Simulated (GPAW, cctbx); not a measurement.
## Reading charge transfer from structure factors

Cd3Cu, I4/mmm (no. 139), a = 4.2539 Å, b = 4.2539 Å, c = 8.4695 Å, α = 90.00°, β = 90.00°, γ = 90.00°.

| atom | mult. | x | y | z |
| --- | --- | --- | --- | --- |
| Cd1 | 2 | 1/2 | 1/2 | 0 |
| Cd2 | 4 | 1/2 | 0 | 1/4 |
| Cu1 | 2 | 0 | 0 | 0 |

The cell comes from substitution in a known structure type and wasn't matched to any measured phase.

Absolute values of the static structure factors of the conventional cell from DFT (PBE, GPAW) against free spherical atoms, in electrons:

```
hkl  d (Å)  free atoms  crystal
002  4.235       34.79    34.65
101  3.801       34.18    34.07
110  3.008       32.55    32.56
112  2.452      278.40   277.54
103  2.352       30.43    30.56
200  2.127      265.00   264.27
004  2.117      264.55   263.86
202  1.901       28.30    28.50
211  1.856       28.06    28.26
114  1.731       27.33    27.54
```

**Question.** Which way does charge move, and which reflections show it best?

Project each element's phase sum on the total phase. At low angle |F| should rise if density moves to atoms that scatter in phase and fall if it moves to atoms that scatter against it.

| hkl | Cd in phase | Cu in phase | change (e) | (%) |
| --- | --- | --- | --- | --- |
| 002 | +2.0 | -2.0 | -0.14 | -0.4 |
| 101 | +2.0 | -2.0 | -0.11 | -0.3 |
| 110 | +2.0 | -2.0 | +0.01 | 0.0 |
| 112 | +6.0 | +2.0 | -0.86 | -0.3 |
| 103 | +2.0 | -2.0 | +0.14 | +0.5 |
| 200 | +6.0 | +2.0 | -0.72 | -0.3 |
| 004 | +6.0 | +2.0 | -0.68 | -0.3 |
| 202 | +2.0 | -2.0 | +0.19 | +0.7 |

Low-angle reflections that set elements apart and change by more than 0.05 e: 002, 101, 103 and 202. The real-space density gives Voronoi charges Cd +0.05, Cu -0.14 e. The signs that these charges predict hold for 002 and 101 and fail for 103 and 202, so the simple rule can't give the direction here. The reflections see the density near the nuclei and the atoms' change of size and shape; Voronoi cells count what crosses the midplanes.

[Outputs are excerpts: Python notices, other lines and further rows are left out; steps that failed or that the build refused (PBEsol, TPSS) are not shown.]

[Logs are printed without paths, hosts, clocks, repeated set-up lines and the standing remarks that a program may print on its own settings, such as how far it seeks lower states.]
